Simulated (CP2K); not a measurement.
Two runs for the O K edge of 2-formylthiophene. Run A: CP2K XAS_TDP, all-electron GAPW, PBEh(45%), aug-cc-pVDZ, TDA, no relativity. Run B differs in one setting.

First lines with a strength over 0.0015. A:

```csv
atom,energy (eV),states,"strength, one atom"
O1 (bonded to C),526.13,1,0.0411
,531.43,1,0.0032
,532.39,1,0.0019
,533.02,1,0.0019
,533.20,1,0.0020
```

B:

```csv
atom,energy (eV),states,"strength, one atom"
O1 (bonded to C),530.67,1,0.0407
,535.98,1,0.0032
,536.94,1,0.0019
,537.57,1,0.0018
,537.75,1,0.0019
```

Which was it: the functional, the basis, GW2X switched on, scalar relativity switched on?

GW2X switched on. GW2X shifts an atom's lines together and keeps their spacings. Against PBEh(45%) in aug-cc-pVDZ, the leading line moves by +4.54 eV, to 530.67 eV.

[Banner, clock and machine lines of the logs are left out without a mark of their own.]

[Logs are printed without paths, hosts, clocks, repeated set-up lines and the standing remarks that a program may print on its own settings, such as how far it seeks lower states.]

[Hosts, paths, dates, database ids (printed as entryN), source tags and the programs' standing remarks are cut or masked in the printed files.]
